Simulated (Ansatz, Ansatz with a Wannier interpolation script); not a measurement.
# From a coarse GW mesh to bands everywhere: PtSe2 (1T monolayer)

Aim: the G0W0 bands of PtSe2 (1T monolayer) along the symmetry lines, with the gap off the mesh.

Method: PBEsol, Wannier functions and G0W0, plane waves, PAW, in Ansatz 0.2.0.

**Experimental background.**

- Gap 1.9 ± 0.05 eV: quasiparticle gap from STS, domains aligned with graphene; scanning tunneling spectroscopy; 8.5 K; monolayer (MBE-grown monolayer on epitaxial bilayer graphene, twist angle near 0 deg) on bilayer graphene on SiC(0001) (“Angular dependence of the interlayer coupling at the interface between two dimensional materials 1T-PtSe2 and graphene”, 2023, arxiv:2311.08165).

- Gap 2 ± 0.1 eV: quasiparticle gap of the first layer from STS; scanning tunnelling spectroscopy; 77 K; monolayer (MBE-grown first layer on HOPG) on HOPG (“Precise Layer-Dependent Electronic Structure of MBE-Grown PtSe2”, 2021, arxiv:2105.03334).

- Gap 1.95 ± 0.05 eV: quasiparticle gap of 1 ML from STS, average over islands; scanning tunnelling spectroscopy; monolayer (MBE-grown monolayer islands on bilayer graphene) on bilayer graphene on SiC(0001) (“Atomic-layer controlled THz Spintronic emission from Epitaxially grown Two dimensional PtSe2/ferromagnet heterostructures”, 2023, arxiv:2305.06895).

**1. The starting structure**

The cell holds 3 atoms: 1 Pt and 2 Se. Cell: a = 3.703 Å, b = 3.703 Å, c = 28.400 Å, α = 90.0°, β = 90.0°, γ = 120.0°. Vacuum lies along c.

The structure was relaxed with PBEsol. The structure was generated from a model, not taken from a measurement. The runs that relaxed it are not among those shown. Spin-orbit coupling is left out unless a step names it. The default PAW set here is soft_2. Its files were made with PBE. The Coulomb interaction is cut off across the vacuum.

**2. PBEsol bands**

Levels along a band path, at the cheap level, show where the edges lie and whether the meshes to come will hold them.

This step: DFT, PBEsol, plane waves, PAW.

input.yaml

```yaml
crystal:
  lattice:
    - [3.7030641636, 0.0, 0.0]
    - [-1.8515320818, 3.2069476375, 0.0]
    - [0.0, 0.0, 28.4]
  atoms:
    - { symbol: Pt, position: [0.0, 0.0, 0.5] }
    - { symbol: Se, position: [0.3333333333, 0.6666666667, 0.5455048101] }
    - { symbol: Se, position: [0.6666666667, 0.3333333333, 0.4544951899] }
  periodic: [true, true, false]
kpoints:
  mp_grid: { grid: [12, 12, 1] }
  band_path:
    path:
      - [0, 0, 0]
      - [0.5, 0, 0]
      - [0.3333333333333, 0.3333333333333, 0]
      - [0, 0, 0]
    npoints: 10
hamiltonian:
  xc: pbesol
scf:
  occupations: { method: fermi_dirac, width: 0.02 }
  n_extra_bands: 165
output:
  eigenvalues: true
  forces: true
  stress: true
  fatbands: true
  write_density: true
  write_potential: true
  elf: true
  volumetric_format: npy
```

On the command line:

```bash
> ansatz run input.yaml --threads 12 --pin off --max-ram 27648MiB --backend cpu --events-out ev --progress --plain --runs-dir out
```

Numbers of over 12 decimals in the logs are rounded to 6 here.

Log:

```text
scf.n_extra_bands = 165 over 25 filled bands (N_el = 50.0): the run solves 190 bands
Engine: ansatz 0.2.0, x86_64-unknown-linux-gnu
Pseudopotentials: kind: paw
Pseudopotential: Pt, paw, valence charge 18, recommended cutoff 420 eV (normal), Pt.paw.azcp
Pseudopotential: Se, paw, valence charge 16, recommended cutoff 420 eV (normal), Se.paw.azcp
Functional definition: PBEsol
  exchange = pbesol_x
  correlation = pbesol_c
Crystal: 3 atoms, lattice volume = 337.265 Å³
Basis set: ecut = 420 eV, 6635 PW (Γ), exchange–correlation on 50×50×384 points (8 copies of the dense FFT grid, shifted against one another)
Bands: 190, of which v1, the nominal top of the filled ones, is band 25 counted from 1 (24 counted from 0)
Symmetry: 12 space group operations
Space group: P-3m1 (ITA 164), of the structure as read, at distance tolerance 7.0e-5 Å
k-points: 19 of 144
Non-local potential: Pt, projectors of the file, l = 0: 3, l = 1: 2, l = 2: 2, l = 3: 1
Non-local potential: Se, projectors of the file, l = 0: 2, l = 1: 2, l = 2: 3, l = 3: 1
PAW form: soft (Blöchl's): semilocal exchange-correlation on the pseudo side does not see the compensation charge
PAW frozen core: Pt, regenerated for the run's functional, and the local potential with it (the file was generated under x = pbe(κ = 0.804, μ = 0.219515), c = pbe(β = 0.066725))
PAW frozen core: Se, regenerated for the run's functional, and the local potential with it (the file was generated under x = pbe(κ = 0.804, μ = 0.219515), c = pbe(β = 0.066725))
PAW one-centre angular grid: Pt, 590 points (default); XC on 64 Gauss nodes
PAW one-centre angular grid: Se, 590 points (default); XC on 64 Gauss nodes
Initial density: superposition of atomic densities (neutral atoms: chi_scale 0, normalization atom), corrected by the library's trained network
Initial wavefunctions: pseudopotential atomic-orbital guess
Functional: x = pbesol(κ = 0.804, μ = 0.123457), c = pbesol(β = 0.046)
SCF iter   1: F=—  HF=-23233.343964 eV  |F-HF|=—  |Δ(HF+E_count)|=         —  Δρ=1.54e-3  dr2=6.83e-3  ethr=1.77e-3  ⟨swp⟩=6.9  Hψ=20167  notcnv=0  defer=2539
preconditioner: auto → Resta (q_TF=auto, 1.985 Å⁻¹)  ε∞=1.1  [insulator: Δε(μ)=1.430 eV  Ē_g=31.080 eV  σ=0.020 eV  W_gap=1.00  n_scr=34 (ndim 8)  ℏωp=9.5 eV  f_vac=0.783  D(μ)=0.00/eV (n_scr^D=0)  ε∞_Penn≈1.1  vacuum switching on, ρ_ref=7.0e-2 e/Å³]
SCF iter   2: F=—  HF=-23233.341387 eV  |F-HF|=—  |Δ(HF+E_count)|=   2.58e-3  Δρ=8.24e-4  dr2=3.28e-3  ethr=1.37e-5  ⟨swp⟩=3.0  Hψ=4987  notcnv=0  defer=3016
SCF iter   3: F=—  HF=-23233.341389 eV  |F-HF|=—  |Δ(HF+E_count)|=   2.01e-6  Δρ=6.08e-4  dr2=1.85e-3  ethr=6.56e-6  ⟨swp⟩=3.0  Hψ=1056  notcnv=0  defer=3016
SCF iter   4: F=—  HF=-23233.341227 eV  |F-HF|=—  |Δ(HF+E_count)|=   1.63e-4  Δρ=2.51e-4  dr2=1.56e-4  ethr=3.71e-6  ⟨swp⟩=2.2  Hψ=876  notcnv=0  defer=3016
SCF iter   5: F=—  HF=-23233.341269 eV  |F-HF|=—  |Δ(HF+E_count)|=   4.25e-5  Δρ=8.91e-5  dr2=3.28e-5  ethr=3.11e-7  ⟨swp⟩=2.5  Hψ=957  notcnv=0  defer=3016
SCF iter   6: F=—  HF=-23233.341380 eV  |F-HF|=—  |Δ(HF+E_count)|=   1.10e-4  Δρ=1.77e-5  dr2=1.20e-6  ethr=6.55e-8  ⟨swp⟩=2.4  Hψ=1896  notcnv=0  defer=3016
SCF iter   7: F=-23233.341381 eV  HF=-23233.341381 eV  |F-HF|=1.34e-8  |Δ(HF+E_count)|=   9.16e-7  Δρ=2.47e-6  dr2=1.08e-8  ethr=2.00e-10  ⟨swp⟩=30.6  Hψ=51992  notcnv=0
SCF 1 converged in 7 iterations: F = -23233.341381 eV  dr2 = 1.08e-8
[...]
NSCF: frozen V_eff on 31 k-points
SCF converged after 7 iterations
Free energy (F): -23233.341381 eV
Harris-Foulkes:  -23233.341381 eV  (|F-HF|=1.34e-8)
Internal energy: -23233.341381 eV  (E = F + TS)
E sigma→0 (E₀):  -23233.341381 eV
Fermi energy:    -5.020848 eV
--- Per-component energies (eV) ---
  E_band       = -1852.813756
  E_kinetic    = 874.475305
  E_local      = -116974.903007  (includes V_loc(G=0)·N_el)
  E_nonlocal   = -981.596527
  E_hartree    = 57792.636987
  E_xc         = -466.703025
  E_vxc        = -498.165533  (∫ρ·V_xc dr)
  E_paw        = -13053.181847  (= ΣΔE_a)
  E_vpaw       = 142.104206  (= ΣTr[D̂ρ^β])
  E_aug_tail   = -0.000992  (compensation charges beyond the density's cutoff)
  E_ewald      = 49573.627844
  E_core_change = 2.303882  (= ΣΔE_core)
  E_smearing   = -0.000000  (= −TS)
  E_closure    = -0.000000  (closes the sum)
  Σ components = -23233.341381   (vs F -23233.341381, Δ=0.00e0)
--- Forces (eV/Å), atoms counted from 1 ---
  atom   1  Pt    -0.00000000    -0.00000000     0.00000000
  atom   2  Se    -0.00000000    -0.00000000     0.01858441
  atom   3  Se     0.00000000     0.00000000    -0.01858441
  max |Σ_I F_I| component: 2.31e-18 eV/Å
--- 2D stress c σ (N/m, compression-positive) ---
       -0.021411      -0.000000      -0.000000
       -0.000000      -0.021411      -0.000000
        0.000000       0.000000       0.000000
  P = ½ c Tr σ = -0.0214 N/m
--- Band table (eV; the first three rows and the last of 19) ---
  k-point 0: bands = [... 21 lower, -6.9583, -6.3524, -5.7442, -5.7442, -2.6483, -2.6483, -1.0969 (-1.0970°), -0.5033 (-0.5052°), ... 161 higher]
  k-point 1: bands = [... 21 lower, -7.2251, -6.2129, -5.7834, -5.7408, -3.1812, -2.7715, -0.8288 (-0.8292°), -0.2989 (-0.3043°), ... 161 higher]
  k-point 2: bands = [... 21 lower, -7.7120, -5.9521, -5.8910, -5.8173, -4.0508, -2.9906, -0.2714 (-0.2728°), 0.0178 (0.0113°), ... 161 higher]
  k-point 18: bands = [... 21 lower, -8.3445, -8.0433, -6.7202, -6.7202, -3.8920, -3.8920, 0.4876, 2.5059, ... 161 higher]
  ° read free of the cell's end (the report's vacuum.weakly_bound_levels)
```

Elapsed: 13 s, on 12 threads of Intel Xeon 6975P-C (Granite Rapids), shared host; peak memory 3.4 GiB; 2.3 min of CPU time.

In the SCF lines HF is the Harris–Foulkes energy and dr2 the Hartree energy of the density residual, in eV; the loop may stop once dr2 is under the threshold and the program's other checks hold. Hψ counts applications of the Hamiltonian.

Numbers from this step:

* filled bands: 25
* gap: 1.424 eV
* valence top at: k = (0.033, 0.033, 0.000)
* conduction bottom at: k = (0.000, 0.250, 0.000)
* least direct gap: 1.591 eV

The gap is indirect, with the least direct gap 0.17 eV higher.

Electrostatic potential energy in the ca plane at fractional y = 0.000, with atoms of Pt within 0.2 Å of it. With pseudopotentials it is smooth inside the atoms' cores, unlike the true potential.

Ten even steps from '0' (-43 eV) to '9' (0 eV), each cell a mean:
```
99999999999999999999971000179999999999999999
99999999999999999999985101589999999999999999
99999999999999999999988656889999999999999999
99999999999999999998888888888899999999999999
99999999999999999998778999877899999999999999
99999999999999999998888999888899999999999999
99999999999999999999888878888999999999999999
99999999999999999999986323789999999999999999
99999999999999999999982000389999999999999999
99999999999999999999970000079999999999999999
```
Columns run along c (16.0 Å, from fractional 0.20 to 0.76 of the cell; values clipped at the 3rd and 97th percentile), rows up along a (3.7 Å). Atoms in or near the plane, at fractional coordinates: Pt at (0.50, 0.00).

Valence density in the ca plane at fractional y = 0.000, with atoms of Pt within 0.2 Å of it. It is the smooth field of the valence electrons, not physical close to the nuclei.

Ten steps, logarithmic in the rise over the least value, from '0' (0 e/Å³) to '9' (11 e/Å³), each cell a mean:
```
00000000000000000000137999631000000000000000
00000000000000000001135777431100000000000000
00000000000000000011223444322100000000000000
00000000000000000012222222222210000000000000
00000000000000000012332222233210000000000000
00000000000000000012232222232210000000000000
00000000000000000011223333322110000000000000
00000000000000000001224565422100000000000000
00000000000000000001136898631100000000000000
00000000000000000000237999731000000000000000
```
Columns run along c (16.0 Å, from fractional 0.20 to 0.76 of the cell), rows up along a (3.7 Å). Atoms in or near the plane, at fractional coordinates: Pt at (0.50, 0.00).

**3. Wannier functions (Pt:5d Se:4p) on 24×24×1**

Localised functions give a small Hamiltonian that interpolates between mesh points at no cost.

This step: maximally localised Wannier functions, PBEsol, plane waves, PAW.

input.yaml, the sections that differ from step 2:

```yaml
kpoints:
  mp_grid: { grid: [12, 12, 1] }
scf:
  occupations: { method: fixed }
  n_extra_bands: 165
output:
  wannier:
    kmesh: [24, 24, 1]
    projections: [{ species: Pt, l: d, shell: 5 }, { species: Se, l: p, shell: 4 }]
    minimise: true
    write_hr: true
    seedname: w
    conv_tol: 1.0e-07
    max_iter: 4000
    disentanglement:
      window: [-12.18, -0.82]
      frozen_window: [-12.18, -3.82]
      conv_tol: 1.0e-08
# crystal, hamiltonian: as in step 2
```

Log:

```text
[...]
Crystal: 3 atoms, lattice volume = 337.265 Å³
Basis set: ecut = 420 eV, 6635 PW (Γ)
Bands: 190, of which v1, the nominal top of the filled ones, is band 25 counted from 1 (24 counted from 0)
Symmetry: 12 space group operations
[...]
k-points: 19 of 144
[...]
SCF iter   1: F=—  HF=-23233.343956 eV  |F-HF|=—  |Δ(HF+E_count)|=         —  Δρ=1.54e-3  dr2=6.87e-3  ethr=1.77e-3  ⟨swp⟩=5.0  Hψ=12625  notcnv=0  defer=3084
[...]
SCF iter   7: F=-23233.341398 eV  HF=-23233.341398 eV  |F-HF|=1.71e-9  |Δ(HF+E_count)|=   1.01e-6  Δρ=2.64e-6  dr2=1.86e-8  ethr=2.00e-10  ⟨swp⟩=21.8  Hψ=52590  notcnv=0
SCF 1 converged in 7 iterations: F = -23233.341398 eV  dr2 = 1.86e-8
[...]
NSCF: frozen V_eff on 64 k-points
the Wannier pass solved 64 of the 576 points of its mesh, and has the states at the others by symmetry: states obtained by the crystal's operations at points that were solved too leave a residual of 8.95e-13 eV (read by the count's bands and the next), within 1.11e-5 eV
SCF converged after 7 iterations
Free energy (F): -23233.341398 eV
[...]
Internal energy: -23233.341398 eV  (E = F + TS)
E sigma→0 (E₀):  -23233.341398 eV
Fermi energy:    -5.740785 eV
[...]
--- Band table (eV; the first three rows and the last of 19) ---
  k-point 0: bands = [... 21 lower, -6.9583, -6.3524, -5.7442, -5.7442, -2.6484, -2.6484, -1.0961 (-1.0963°), -0.5032 (-0.5052°), ... 161 higher]
  k-point 1: bands = [... 21 lower, -7.2252, -6.2130, -5.7834, -5.7408, -3.1812, -2.7716, -0.8279 (-0.8283°), -0.2993 (-0.3052°), ... 161 higher]
  k-point 2: bands = [... 21 lower, -7.7120, -5.9521, -5.8910, -5.8174, -4.0508, -2.9907, -0.2706 (-0.2721°), 0.0173 (0.0102°), ... 161 higher]
  k-point 18: bands = [... 21 lower, -8.3446, -8.0433, -6.7202, -6.7202, -3.8921, -3.8921, 0.4875, 2.5060, ... 161 higher]
  ° read free of the cell's end (the report's vacuum.weakly_bound_levels)
  °? not known for the slab's own: over its row's bound_up_to_ev there, or no deeper under its free states than its continued_xc_part_ev in size
Wannier search: line search 1 of at most 4000: gauge-dependent spread (as the search counts it) 0.8702113 Å², largest recent change 2.4e-1 Å² and fall left 1.3e-5 Å² against conv_tol 1.0e-7 Å², 0 stops escaped
```

Run time: 50 s. Hardware: 12 threads; peak memory 13 GiB; 9 min of CPU time.

This step gave:

| Item | Value |
| --- | --- |
| gauge-invariant spread | 19.09 Å² |
| diagonal spread | 0.009725 Å² |
| off-diagonal spread | 0.8598 Å² |
| total spread | 19.96 Å² |
| least projectability | 0.6425 |
| localisation steps | 30 |
| disentanglement steps | 53 |
| r.m.s. interpolation error | 4.14e-5 eV |
| r.m.s. error near the gap | 3.48e-5 eV |

Near the gap the model misses directly solved bands by 0.0 meV r.m.s. and by 0 meV at most in the window tested. This tests the starting bands, not the corrections carried with them.

Wannier functions, by row:

```tsv
function	x (Å)	y (Å)	z (Å)	spread (Å²)	nearest atom	distance (Å)
1	0	0	14.2	1.057	Pt1	0
2	0	0	14.2	1.489	Pt1	0
3	0	0	14.2	1.489	Pt1	0
4	0	0	14.2	1.193	Pt1	0
5	0	0	14.2	1.193	Pt1	0
6	0	2.138	15.58	2.05	Se2	0.087
7	0.045	2.195	15.38	2.361	Se2	0.136
8	-0.045	2.081	15.38	2.361	Se2	0.136
9	1.852	1.069	12.82	2.05	Se3	0.087
10	1.881	1.002	13.02	2.361	Se3	0.136
11	1.822	1.136	13.02	2.361	Se3	0.136
```

Frozen up to 1.92 eV; above it the model need not follow the bands. The electronic bands at the labelled points (eV, zero at the valence-band top):

```tsv
point	band 22	band 23	band 24	band 25	band 26	band 27
Γ	-1.22	-0.61	0.00	0.00	3.09	3.09
halfway	-2.26	-0.59	-0.37	-0.20	1.42	2.66
M	-2.35	-1.99	-1.90	-1.43	2.50	2.83
halfway	-2.43	-2.35	-1.23	-0.98	2.00	2.32
K	-2.60	-2.30	-0.98	-0.98	1.85	1.85
halfway	-2.30	-0.88	-0.71	-0.02	1.80	1.90
Γ	-1.22	-0.61	0.00	0.00	3.09	3.09
```

The same for Kohn-Sham, solved directly:

```tsv
point	band 22	band 23	band 24	band 25	band 26	band 27
Γ	-1.22	-0.61	0.00	0.00	3.09	3.09
M	-2.35	-1.99	-1.90	-1.43	2.50	2.83
K	-2.60	-2.30	-0.98	-0.98	1.85	1.85
Γ	-1.22	-0.61	0.00	0.00	3.09	3.09
```

**4. G0W0 at every point of the mesh: 12×12×1 mesh, 547 empty bands, screening to 80 eV**

Now the one-shot GW correction: screening in the RPA, then the self-energy of the levels asked for.

This step: G0W0 on PBEsol, plane waves, PAW.

input.yaml, the sections that differ from step 3:

```yaml
scf:
  occupations: { method: fixed }
gw:
  n_empty_bands: 547
  ecut_chi: 80.0
  qp_bands: [v9, c2]
  screening: { model: contour_deformation }
# crystal, kpoints, hamiltonian: as in step 3
# output: removed
```

Log:

```text
[...]
Crystal: 3 atoms, lattice volume = 337.265 Å³
Basis set: ecut = 420 eV, 6635 PW (Γ)
Bands: 30, of which v1, the nominal top of the filled ones, is band 25 counted from 1 (24 counted from 0)
Symmetry: 12 space group operations
[...]
k-points: 19 of 144
[...]
SCF iter   1: F=—  HF=-23233.348851 eV  |F-HF|=—  |Δ(HF+E_count)|=         —  Δρ=1.52e-3  dr2=6.68e-3  ethr=1.77e-3  ⟨swp⟩=6.8  Hψ=2520  notcnv=0  defer=57
[...]
SCF iter   6: F=-23233.341398 eV  HF=-23233.341397 eV  |F-HF|=3.08e-7  |Δ(HF+E_count)|=   3.02e-6  Δρ=5.44e-6  dr2=8.87e-8  ethr=2.00e-10  ⟨swp⟩=18.9  Hψ=4087  notcnv=0
SCF 1 converged in 6 iterations: F = -23233.341398 eV  dr2 = 8.87e-8
[...]
G₀W₀ screening: q 1/19
[... further progress lines ...]
SCF converged after 6 iterations
Free energy (F): -23233.341398 eV
[...]
Internal energy: -23233.341398 eV  (E = F + TS)
E sigma→0 (E₀):  -23233.341398 eV
Fermi energy:    -5.741358 eV
[...]
--- Band table (eV; the first three rows and the last of 19) ---
  k-point 0: bands = [... 21 lower, -6.9589, -6.3530, -5.7448, -5.7448, -2.6490, -2.6490, -1.0967 (-1.0969°), -0.5036, ... 1 higher]
  k-point 1: bands = [... 21 lower, -7.2258, -6.2135, -5.7840, -5.7414, -3.1818, -2.7722, -0.8285 (-0.8289°), -0.2996, ... 1 higher]
  k-point 2: bands = [... 21 lower, -7.7126, -5.9527, -5.8916, -5.8179, -4.0514, -2.9913, -0.2711 (-0.2726°), 0.0169, ... 1 higher]
  k-point 18: bands = [... 21 lower, -8.3452, -8.0439, -6.7208, -6.7208, -3.8926, -3.8926, 0.4870, 2.5053, ... 1 higher]
  ° read free of the cell's end (the report's vacuum.weakly_bound_levels)
--- G₀W₀: contour deformation, 7 samples at zero and on the imaginary axis and 5 off it, 144 q-points, 547 empty bands' worth ---
  eigenvalues of the whole cell's RPA ε∞ on this k-mesh (on a slab, of 1 + 4πα/V) = 1.1631, 4.2376, 4.2376; static W/v taken at q = 0 is 0.477627
  bands read: the sum over 572 bands ends inside a degenerate multiplet in 1 slot, whose members it reads at an even weight; the widest, k=18: bands 572 to 573 (counted from 1) at 1/2 each
    ik  band        ε_KS         Σx   Σc(E_QP)       V_xc       Z   E_QP_lin       E_QP  E_QP is
     0    17    -11.0175   -25.2512     4.1677   -20.8507  0.6548   -11.2540   -11.2502  root
     0    18    -11.0175   -25.2512     4.1677   -20.8507  0.6548   -11.2540   -11.2502  root
     0    19    -10.9472   -22.1737     4.6928   -17.1361  0.6492   -11.3012   -11.2920  root
     0    20     -8.6806   -29.2156     4.7328   -24.2452  0.6606    -8.9184    -8.9181  root
     0    21     -8.6806   -29.2156     4.7328   -24.2452  0.6606    -8.9184    -8.9181  root
     0    22     -6.9589   -25.1043     3.5022   -21.3379  0.6642    -7.2289    -7.2231  root
     0    23     -6.3530   -15.6672     1.4994   -13.7580  0.6875    -6.7732    -6.7628  root
     0    24     -5.7448   -17.7177     1.1521   -16.2447  0.7155    -6.0697    -6.0657  root
     0    25     -5.7448   -17.7177     1.1521   -16.2447  0.7155    -6.0697    -6.0657  root
     0    26     -2.6490   -17.0582    -3.0986   -20.7406  0.6761    -2.0430    -2.0651  root
     0    27     -2.6490   -17.0582    -3.0986   -20.7406  0.6761    -2.0430    -2.0651  root
     1    17    -11.0290   -24.8846     4.1887   -20.4490  0.6514   -11.2801   -11.2759  root
     1    18    -10.9700   -25.2527     4.1325   -20.8872  0.6548   -11.2066   -11.2030  root
     1    19    -10.8716   -22.2076     4.6541   -17.2088  0.6299   -11.2158   -11.2164  root
[...]
18    23     -8.0439   -16.9745     2.1602   -14.3841  0.7083    -8.4914    -8.4742  root
    18    24     -6.7208   -25.1855     3.3308   -21.5347  0.6881    -7.0464    -7.0406  root
    18    25     -6.7208   -25.1855     3.3308   -21.5347  0.6881    -7.0464    -7.0406  root
    18    26     -3.8926   -15.7065    -2.9758   -19.2624  0.7107    -3.2970    -3.3126  root
    18    27     -3.8926   -15.7065    -2.9758   -19.2624  0.7107    -3.2970    -3.3126  root
```

Wall time 21 min (12 threads); peak memory 8.6 GiB; 3.4 h of CPU time.

This step gave:

| Item | Value |
| --- | --- |
| bands summed | 572 |
| plane waves in the screening matrix | 551 |
| q-points in the mesh | 144 |
| G0W0 gap on the mesh | 2.289 eV |
| k of the valence top | 0, 0.08333, 0 |
| k of the conduction bottom | 0, 0.25, 0 |
| starting gap on the mesh | 1.425 eV |
| Z at the valence top | 0.7160 |
| Z at the conduction bottom | 0.7256 |
| least direct G0W0 gap on the computed points | 2.551 eV |

The gap on the mesh goes from 1.42 eV to 2.29 eV, a correction of +0.86 eV. Between the two edge states, bare exchange in place of the xc potential would open the gap by 4.58 eV, and correlation takes back 3.72 eV.

[end of part 1 of 2]

[Paths, hosts, dates, memory and timing lines, banners, echoed tables and standing remarks are left out of the program output.]

[Logs are printed without paths, hosts, clocks, repeated set-up lines and the standing remarks that a program may print on its own settings, such as how far it seeks lower states.]

[Runs of the session that timed out or met a known fault of the program may be left out.]

[Hosts, paths, dates, database ids (printed as entryN), source tags and the programs' standing remarks are cut or masked in the printed files.]
